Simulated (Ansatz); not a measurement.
# k-point convergence of GW for ZnSe (Stilleite)

Wanted: mesh convergence of the gap correction in ZnSe (Stilleite).

Calculated with Ansatz 0.2.0; G0W0 on PBE, plane waves, PAW; PAW set soft_1.

Report form: inputs, costs, results and the conclusion, without the logs.

### 1. Set-up

It takes space group F-43m (No. 216, cubic). Conventional cell: a = 5.668 Å, b = 5.668 Å, c = 5.668 Å, α = 90.00°, β = 90.00°, γ = 90.00°. Zn has 4 Se at 2.45 Å nearest. Nearest to Se lie 4 Zn at 2.45 Å. Farther neighbours, and contacts between anions beyond the nearest, are not listed.

The cell and positions come from the Crystallography Open Database and are kept as given unless a step says otherwise.

### 2. The 4×4×4 mesh

G0W0 replaces the xc potential by the self-energy, built once from these orbitals. Only a window of levels is corrected, while the sums run over the empty bands that the input names. This step takes PAW set soft_1 files.

File input.yaml:

```yaml
crystal:
  lattice:
    - [0.0, 2.8338, 2.8338]
    - [2.8338, 0.0, 2.8338]
    - [2.8338, 2.8338, 0.0]
  atoms:
    - { symbol: Zn, position: [0.0, 0.0, 0.0] }
    - { symbol: Se, position: [0.25, 0.25, 0.25] }
kpoints:
  mp_grid: { grid: [4, 4, 4] }
hamiltonian:
  xc: pbe
  pseudopotentials: { kind: paw, azcp: { folder: soft_1 } }
scf:
  occupations: { method: fixed }
gw:
  n_empty_bands: 103
  ecut_chi: 100
  qp_bands: [v2, c2]
  qp_kpoints: band_edges
  screening: { model: contour_deformation }
```

Run with:

```console
$ ansatz run input.yaml --threads 3 --pin off --max-ram 92160MiB --backend cuda --events-out ev --progress --plain --runs-dir out --devices 1 --max-vram 13GiB
```

It took 11 s on 1 × NVIDIA H100 80GB HBM3 (shared by 6 runs) with 3 threads of AMD EPYC 7R13 (Zen 3), shared host; peak memory 1 GiB.

Read from the output:

| Property | Result |
| --- | --- |
| bands summed | 117 |
| RPA ε∞ on this mesh (eigenvalues) | 13.66, 13.66, 13.66 |
| plane waves in the screening matrix | 113 |
| q-points in the mesh | 64 |
| G0W0 gap on the mesh | 2.315 eV |
| k of the valence top | 0, 0, 0 |
| k of the conduction bottom | 0, 0, 0 |
| starting gap on the mesh | 1.272 eV |
| Z at the valence top | 0.7525 |
| Z at the conduction bottom | 0.7765 |
| least direct G0W0 gap on the computed points | 2.315 eV |

The gap on the mesh goes from 1.27 eV to 2.32 eV, a correction of +1.04 eV. Between the two edge states, bare exchange in place of the xc potential would open the gap by 7.42 eV, and correlation takes back 6.37 eV.

### 3. The 6×6×6 mesh

Only the mesh changes. It samples the long-range screening, which converges on its own terms.

Edit input.yaml of step 2 so:

```diff
@@ -9,3 +9,3 @@
 kpoints:
-  mp_grid: { grid: [4, 4, 4] }
+  mp_grid: { grid: [6, 6, 6] }
 hamiltonian:
```

Elapsed: 20 s, on 1 × NVIDIA H100 80GB HBM3 (shared by 6 runs) with 3 threads; peak memory 1.1 GiB.

Numbers from this step:

```
bands summed                                 : 117
RPA ε∞ on this mesh (eigenvalues)            : 8.529, 8.529, 8.529
plane waves in the screening matrix          : 113
q-points in the mesh                         : 216
G0W0 gap on the mesh                         : 2.398 eV
k of the valence top                         : 0, 0, 0
k of the conduction bottom                   : 0, 0, 0
starting gap on the mesh                     : 1.283 eV
Z at the valence top                         : 0.7644
Z at the conduction bottom                   : 0.7918
least direct G0W0 gap on the computed points : 2.398 eV
```

Against the run with 4×4×4 mesh, 103 empty bands, screening to 100 eV, PAW set soft_1 files, the gap moves by +0.08 eV.

### 4. The 8×8×8 mesh

Edit input.yaml of step 3 so:

```diff
@@ -9,3 +9,3 @@
 kpoints:
-  mp_grid: { grid: [6, 6, 6] }
+  mp_grid: { grid: [8, 8, 8] }
 hamiltonian:
```

The job ended after 24 s (1 × NVIDIA H100 80GB HBM3 (shared by 6 runs) with 3 threads; peak memory 1.2 GiB).

Numbers from this step:

| Quantity | Value |
| --- | --- |
| bands summed | 117 |
| RPA ε∞ on this mesh (eigenvalues) | 7.378, 7.378, 7.378 |
| plane waves in the screening matrix | 113 |
| G0W0 gap on the mesh | 2.422 eV |
| k of the valence top | 0, 0, 0 |
| k of the conduction bottom | 0, 0, 0 |
| starting gap on the mesh | 1.285 eV |
| least direct G0W0 gap on the computed points | 2.422 eV |

Against the run with 6×6×6 mesh, 103 empty bands, screening to 100 eV, PAW set soft_1 files, the gap moves by +0.02 eV.

### 5. The 10×10×10 mesh

Edit input.yaml of step 4 so:

```diff
@@ -9,3 +9,3 @@
 kpoints:
-  mp_grid: { grid: [8, 8, 8] }
+  mp_grid: { grid: [10, 10, 10] }
 hamiltonian:
```

Elapsed: 72 s, on 1 × NVIDIA H100 80GB HBM3 (shared by 6 runs) with 3 threads; peak memory 1.3 GiB; 2 min of CPU time.

Read from the output:

```yaml
bands_summed: 117
rpa_eps_infinity_on_this_mesh_eigenvalues: 7.035, 7.035, 7.035
plane_waves_in_the_screening_matrix: 113
g0w0_gap_on_the_mesh: 2.426 eV
k_of_the_valence_top: 0, 0, 0
k_of_the_conduction_bottom: 0, 0, 0
starting_gap_on_the_mesh: 1.285 eV
least_direct_g0w0_gap_on_the_computed_points: 2.426 eV
```

Against the run with 8×8×8 mesh, 103 empty bands, screening to 100 eV, PAW set soft_1 files, the gap moves by +0.004 eV.

### 6. The meshes together

Times are wall times on 1 × NVIDIA H100 80GB HBM3 (shared by 6 runs) with 3 threads of AMD EPYC 7R13 (Zen 3), shared host, good to a factor of about two.

```
    mesh  points  irreducible  start (eV)  G0W0 (eV)  shift (eV)  RPA ε∞ (mean)  time
   4×4×4      64            8       1.272      2.315      +1.043          13.66  11 s
   6×6×6     216           16       1.283      2.398      +1.115           8.53  20 s
   8×8×8     512           29       1.285      2.422      +1.137           7.38  24 s
10×10×10    1000           47       1.285      2.426      +1.142           7.04  72 s
```

### 7. Summary of results

```json
{"4×4×4": "2.315 eV (shift +1.043)", "6×6×6": "2.398 eV (shift +1.115)", "8×8×8": "2.422 eV (shift +1.137)", "10×10×10": "2.426 eV (shift +1.142)", "settings": "PBE start, 103 empty bands, 100 eV"}
```

The shift is +1.04 eV on 4×4×4 and +1.14 eV on 10×10×10; the last step moves it by +0.004 eV. The RPA ε∞ (mean) ranges from 7.04 to 13.66 and ends at 7.04; the coarsest mesh overstates it. From 64 to 1000 points the time grows 6.9-fold. Bands and cutoff are modest here, so the values stand short of the basis limit. The many-body steps are scalar-relativistic: spin-orbit coupling is not in them.

[Long decimals in the printed logs are rounded to 6 places.]

[Logs are printed without paths, hosts, clocks, repeated set-up lines and the standing remarks that a program may print on its own settings, such as how far it seeks lower states.]

[Paths, hosts, dates, memory and timing lines, banners, echoed tables and standing remarks are left out of the program output; an Ansatz launch command may be rebuilt from the run's recorded settings. Measured values are a selection of at most five: reports struck by readers or far from the other reports are left out. None is set beside runs whose start may be inverted or whose files or cutoffs have a known fault.]

[Runs of the session that timed out or met a known fault of the program may be left out.]

[Cells called generated may have been cut or substituted from an entry of the Crystallography Open Database or the Materials Project.]

[Hosts, paths, dates, database ids (printed as entryN), source tags and the programs' standing remarks are cut or masked in the printed files.]

[Where the starting crystal was built by hand or by swapping elements, it need not be the compound's stable phase.]
